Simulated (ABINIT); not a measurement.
# A GW chain in ABINIT: TiO2 (Imma)

Wanted: ground state, empty states, screening and self-energy for TiO2 (Imma).

Method: LDA and many-body steps on it, plane waves, in ABINIT 10.8.3.

### Step 1. The structure

The structure is orthorhombic, space group Imma (No. 74). Conventional cell: a = 5.946 Å, b = 6.575 Å, c = 6.575 Å, α = 90.00°, β = 90.00°, γ = 90.00°. Ti has 6 O at 1.94 to 2.00 Å nearest. Ti has 6 O at 1.96 to 2.00 Å nearest. Nearest to O lie 3 Ti at 1.94 to 2.00 Å. Nearest to O lie 3 Ti at 1.96 to 2.00 Å. Farther neighbours, and contacts between anions beyond the nearest, are not listed.

The cell and positions are those that the Materials Project relaxed with its own functionals (PBE, PBE+U or r2SCAN), kept fixed. This is not the form that TiO2 usually takes at ambient conditions.

### Step 2. Ground state

This step: ABINIT 10.8.3; DFT, LDA, plane waves, norm-conserving pseudopotentials.

The ground-state density comes first.

run.abi

```
acell 3*1.0 Angstrom
rprim 
  -2.973160000000 3.287369000000 3.287402000000
  2.973160000000 -3.287369000000 3.287402000000
  2.973160000000 3.287369000000 -3.287402000000
ntypat 2
znucl 22 8
natom 12
typat 1 1 1 1 2 2 2 2 2 2 2 2
xred 
  0.504755000000 0.754755000000 0.750000000000
  0.495245000000 0.245245000000 0.250000000000
  -0.000000000000 0.000000000000 0.500000000000
  -0.000000000000 0.500000000000 0.000000000000
  0.304919000000 0.304770000000 0.499851000000
  0.195484000000 0.250383000000 0.945101000000
  0.304919000000 0.805068000000 0.000149000000
  0.805282000000 0.250383000000 0.554899000000
  0.194718000000 0.749617000000 0.445101000000
  0.804516000000 0.749617000000 0.054899000000
  0.695081000000 0.194932000000 0.999851000000
  0.695081000000 0.695230000000 0.500149000000
pp_dirpath "pseudos"
pseudos "Ti.upf, O.upf"
ecut 38
ngkpt 4 4 4
nshiftk 1
shiftk 0 0 0
kptopt 1
chksymbreak 0
nband 58
occopt 1
tolvrs 1e-08
nstep 60
prtwf 0
optforces 0
optstress 0
indata_prefix "in"
outdata_prefix "out"
tmpdata_prefix "tmp"
```

Launch:

```bash
> OMP_NUM_THREADS=1 mpirun -n 8 abinit run.abi > log
```

What it wrote:

```text
.Version 10.8.3 of ABINIT. v10.8.2 released Aug 2026.

 Symmetries : space group C2/m (# 12); Bravais mC (1-face-center monocl.)
================================================================================
 Values of the parameters that define the memory need of the present run
     intxc =       0    ionmov =       0      iscf =       7    lmnmax =       6
     lnmax =       6     mgfft =      60  mpssoang =       3    mqgrid =    3001
     natom =      12  nloc_mem =       1    nspden =       1   nspinor =       1
    nsppol =       1      nsym =       4    n1xccc =    2501    ntypat =       2
    occopt =       1   xclevel =       1
-    mband =          58        mffmem =           1         mkmem =           3
       mpw =        9744          nfft =      216000          nkpt =          24
================================================================================
  Rough estimation (10% accuracy) of disk space for files :
================================================================================

--------------------------------------------------------------------------------
------------- Echo of variables that govern the present computation ------------
--------------------------------------------------------------------------------
 -outvars: echo values of preprocessed input variables --------
            acell      1.8897261259E+00  1.8897261259E+00  1.8897261259E+00 Bohr

      chksymbreak           0
             ecut      3.80000000E+01 Hartree
-          fftalg         312

              ixc       -1012
              kpt      0.00000000E+00  0.00000000E+00  0.00000000E+00
                       2.50000000E-01  0.00000000E+00  0.00000000E+00
                       5.00000000E-01  0.00000000E+00  0.00000000E+00
                       0.00000000E+00  2.50000000E-01  0.00000000E+00
                       2.50000000E-01  2.50000000E-01  0.00000000E+00
                       5.00000000E-01  2.50000000E-01  0.00000000E+00
                      -2.50000000E-01  2.50000000E-01  0.00000000E+00
                       0.00000000E+00  5.00000000E-01  0.00000000E+00
                       2.50000000E-01  5.00000000E-01  0.00000000E+00
   [... 13 further rows ...]
                       2.50000000E-01  5.00000000E-01  5.00000000E-01
                       5.00000000E-01  5.00000000E-01  5.00000000E-01
         kptrlatt        4    0    0      0    4    0      0    0    4
          kptrlen      4.17135714E+01
P           mkmem           3
            natom          12
            nband          58
            ngfft          60      60      60
             nkpt          24
            nstep          60
             nsym           4
           ntypat           2
              occ      2.000000  2.000000  2.000000  2.000000  2.000000  2.000000
                       2.000000  2.000000  2.000000  2.000000  2.000000  2.000000
                       2.000000  2.000000  2.000000  2.000000  2.000000  2.000000
                       2.000000  2.000000  2.000000  2.000000  2.000000  2.000000
                       2.000000  2.000000  2.000000  2.000000  2.000000  2.000000
                       2.000000  2.000000  2.000000  2.000000  2.000000  2.000000
                       2.000000  2.000000  2.000000  2.000000  2.000000  2.000000
                       2.000000  2.000000  2.000000  2.000000  2.000000  2.000000
                       0.000000  0.000000  0.000000  0.000000  0.000000  0.000000
                       0.000000  0.000000  0.000000  0.000000
        optforces           0
        optstress           0
            prtwf           0
            rprim     -2.9731600000E+00  3.2873690000E+00  3.2874020000E+00
[...]
spgroup          12

           tolvrs      1.00000000E-08

             xred      5.0475500000E-01  7.5475500000E-01  7.5000000000E-01
[...]
znucl       22.00000    8.00000

================================================================================

 chkinp: Checking input parameters for consistency.

================================================================================
== DATASET  1 ==================================================================
-   mpi_nproc: 8, omp_nthreads: 1 (-1 if OMP is not activated)

--- !DatasetInfo
iteration_state: {dtset: 1, }
dimensions: {natom: 12, nkpt: 24, mband: 58, nsppol: 1, nspinor: 1, nspden: 1, mpw: 9744, }
cutoff_energies: {ecut:  38.0, pawecutdg:  -1.0, }
electrons: {nelect:   9.60000000E+01, charge:   0.00000000E+00, occopt:   1.00000000E+00, tsmear:   1.00000000E-02, }

 Real(R)+Recip(G) space primitive vectors, cartesian coordinates (Bohr,Bohr^-1):
 R(1)= -5.6184581  6.2122271  6.2122894  G(1)=  0.0000000  0.0804864  0.0804856
 R(2)=  5.6184581 -6.2122271  6.2122894  G(2)=  0.0889924  0.0000000  0.0804856
 R(3)=  5.6184581  6.2122271 -6.2122894  G(3)=  0.0889924  0.0804864  0.0000000
 Unit cell volume ucvol=  8.6731358E+02 bohr^3
 Angles (23,13,12)=  1.14800721E+02  1.06874443E+02  1.06873590E+02 degrees

 getcut: wavevector=  0.0000  0.0000  0.0000  ngfft=  60  60  60
         ecut(hartree)=     38.000   => boxcut(ratio)=   2.07385

--- Pseudopotential description ------------------------------------------------
- Ti Generated using ONCVPSP code by D. R. Hamann
- 22.00000  12.00000  180309                  znucl, zion, pspdat
[...]
12 -1012 2 -1 926                             pspcod,pspxc,lmax,lloc,mmax
     nproj     2     2     1
  pspatm : epsatm=    6.27558587
         --- l  ekb(1:nproj) -->
[...]
2   -1.033686
 pspatm: atomic psp has been read  and splines computed

   1.05196047E+04                                ecore*ucvol(ha*bohr**3)
--------------------------------------------------------------------------------

_setup2: Arith. and geom. avg. npw (full set) are    9702.734    9702.716

================================================================================

--- !BeginCycle
iteration_state: {dtset: 1, }
solver: {iscf: 7, nstep: 60, nline: 4, wfoptalg: 0, }
tolerances: {tolvrs: 1.00E-08, }

     iter   Etot(hartree)      deltaE(h)  residm     vres2
 ETOT  1  -368.25176575877    -3.683E+02 1.517E-01 6.286E+03
 ETOT  2  -338.89747843149     2.935E+01 3.425E-02 1.126E+05
 ETOT  3  -369.88509066275    -3.099E+01 1.209E-01 1.300E+03
 ETOT  4  -369.97568983438    -9.060E-02 3.497E-02 1.009E+03
 ETOT  5  -370.07772098637    -1.020E-01 1.401E-02 4.868E+02
 ETOT  6  -370.12643562700    -4.871E-02 9.434E-03 2.615E+02
 ETOT  7  -370.17283963713    -4.640E-02 7.209E-03 4.713E+01
 ETOT  8  -370.18138415683    -8.545E-03 2.126E-03 7.369E+00
 ETOT  9  -370.18269927966    -1.315E-03 2.119E-03 1.259E+00
 ETOT 10  -370.18293537732    -2.361E-04 9.047E-04 2.092E-01
[...]
ETOT 15  -370.18298376224    -1.214E-08 1.215E-03 4.354E-06
 ETOT 16  -370.18298376311    -8.741E-10 7.457E-04 3.078E-07
 ETOT 17  -370.18298376315    -4.121E-11 9.449E-04 2.054E-07
 ETOT 18  -370.18298376319    -3.723E-11 5.154E-04 3.102E-08
 ETOT 19  -370.18298376320    -8.015E-12 5.984E-04 2.491E-09

 At SCF step   19       vres2   =  2.49E-09 < tolvrs=  1.00E-08 =>converged.

--- !ResultsGS
iteration_state: {dtset: 1, }
comment   : Summary of ground state results
lattice_vectors:
- [ -5.6184581,   6.2122271,   6.2122894, ]
- [  5.6184581,  -6.2122271,   6.2122894, ]
- [  5.6184581,   6.2122271,  -6.2122894, ]
lattice_lengths: [  10.42839,   10.42839,   10.42839, ]
lattice_angles: [114.801, 106.874, 106.874, ] # degrees, (23, 13, 12)
lattice_volume:   8.6731358E+02
convergence: {deltae: -8.015E-12, res2:  2.491E-09, residm:  5.984E-04, diffor:  0.000E+00, }
etotal    :  -3.70182984E+02
entropy   :   0.00000000E+00
fermie    :   1.80004946E-01
cartesian_stress_tensor: null
pressure_GPa: null
xred      :
- [  5.0475E-01,   7.5475E-01,   7.5000E-01, Ti]
- [  4.9525E-01,   2.4525E-01,   2.5000E-01, Ti]
- [ -1.6075E-17,  -1.6075E-17,   5.0000E-01, Ti]
- [  1.6075E-17,   5.0000E-01,   4.5525E-18, Ti]
- [  3.0492E-01,   3.0477E-01,   4.9985E-01,  O]
- [  1.9548E-01,   2.5038E-01,   9.4510E-01,  O]
- [  3.0492E-01,   8.0507E-01,   1.4900E-04,  O]
- [  8.0528E-01,   2.5038E-01,   5.5490E-01,  O]
- [  1.9472E-01,   7.4962E-01,   4.4510E-01,  O]
- [  8.0452E-01,   7.4962E-01,   5.4899E-02,  O]
- [  6.9508E-01,   1.9493E-01,   9.9985E-01,  O]
- [  6.9508E-01,   6.9523E-01,   5.0015E-01,  O]
cartesian_forces: null
force_length_stats: {min: null, max: null, mean: null, }

 Integrated electronic density in atomic spheres:
 ------------------------------------------------
 Atom  Sphere_radius  Integrated_density
[...]
================================================================================

 ----iterations are completed or convergence reached----

 Mean square residual over all n,k,spin=   45.361E-07; max=  59.844E-05
 reduced coordinates (array xred) for   12 atoms
[...]
0.805282      0.250383      0.554899
       0.194718      0.749617      0.445101
       0.804516      0.749617      0.054899
       0.695081      0.194932      0.999851
       0.695081      0.695230      0.500149
 rms dE/dt=  0.0000E+00; max dE/dt=  0.0000E+00; dE/dt below (all hartree)
    1       0.000000      0.000000      0.000000
    2       0.000000      0.000000      0.000000
    3       0.000000      0.000000      0.000000
    4       0.000000      0.000000      0.000000
    5       0.000000      0.000000      0.000000
    6       0.000000      0.000000      0.000000
    7       0.000000      0.000000      0.000000
    8       0.000000      0.000000      0.000000
    9       0.000000      0.000000      0.000000
[...]
cartesian coordinates (angstrom) at end:
[...]
8     -0.000000     3.648316     1.646219
    9      2.973160    -0.360947     1.641183
   10     -0.000000     0.360947     4.928585
   11      1.485694     4.931053    -0.361082
   12      1.487466     1.643684     2.926320
 length scales=  1.889726  1.889726  1.889726 bohr
              =  1.000000  1.000000  1.000000 angstroms
 prteigrs : about to open file out_EIG
 Fermi (or HOMO) energy (hartree) =   0.18000   Average Vxc (hartree)=  -0.43838
 Eigenvalues (hartree) for nkpt=  24  k points:
 kpt#   1, nband= 58, wtk=  0.01563, kpt=  0.0000  0.0000  0.0000 (reduced coord)
  -1.89010   -1.88947   -1.88845   -1.88819   -1.03972   -1.03950   -1.03092   -1.03087
  -1.02615   -1.02587   -1.02561   -1.02542   -1.02541   -1.02532   -1.02424   -1.02310
  -0.47189   -0.42852   -0.42426   -0.42425   -0.41392   -0.41388   -0.40285   -0.40279
  -0.02974   -0.01251    0.00291    0.00959    0.00962    0.01354    0.01364    0.04357
   0.04358    0.05294    0.05299    0.07995    0.08005    0.08649    0.08659    0.10938
   0.13466    0.13490    0.15480    0.15503    0.15504    0.16332    0.16338    0.18000
   0.24538    0.25476    0.26588    0.26808    0.26888    0.27179    0.27518    0.29376
   0.29454    0.29561
 prteigrs : prtvol=0 or 1, do not print more k-points.

--- !EnergyTerms
iteration_state     : {dtset: 1, }
comment             : Components of total free energy in Hartree
kinetic             :  1.793452E+02
hartree             :  8.615071E+01
xc                  : -6.723659E+01
Ewald energy        : -2.615579E+02
psp_core            :  1.212895E+01
local_psp           : -3.004064E+02
non_local_psp       : -1.860702E+01
total_energy        : -3.701830E+02
total_energy_eV     : -1.007319E+04
band_energy         : -4.299397E+01

== END DATASET(S) ==============================================================
================================================================================

 -outvars: echo values of variables after computation  --------
           etotal     -3.7018298376E+02
            nband          58
             nkpt          24
          spgroup          12
 [... the other variables as echoed above ...]

 Calculation completed.
```

It took 2.5 min on 8 MPI ranks of Arm Neoverse V2, shared host; peak memory 1.1 GiB; 20 min of CPU time.

This step gave:

```yaml
total_energy: -10073.1922 eV
gap: 1.779 eV
k_of_the_valence_top: 0, 0, 0
k_of_the_conduction_bottom: 0, 0, 0
least_direct_gap: 1.779 eV
```

The gap is direct, at Γ.

[end of part 1 of 3]

[Long decimals in the printed logs are rounded to 6 places.]

[Logs are printed without paths, hosts, clocks, repeated set-up lines and the standing remarks that a program may print on its own settings, such as how far it seeks lower states.]

[Paths, hosts, dates, memory and timing lines, banners, echoed tables and standing remarks are left out of the program output; an Ansatz launch command may be rebuilt from the run's recorded settings. Measured values are a selection of at most five: reports struck by readers or far from the other reports are left out. None is set beside runs whose start may be inverted or whose files or cutoffs have a known fault.]

[Runs of the session that timed out or met a known fault of the program may be left out.]

[Hosts, paths, dates, database ids (printed as entryN), source tags and the programs' standing remarks are cut or masked in the printed files.]

[G0W0 gaps are taken among the corrected bands and points alone; a level outside them can change the order at an edge.]

[Where Ansatz stands beside ABINIT at settings called matched, ABINIT's density can come from a denser mesh and the files from another edition; pairs whose starting gaps differed by over 0.03 eV were left out, so agreement reads better than it is.]
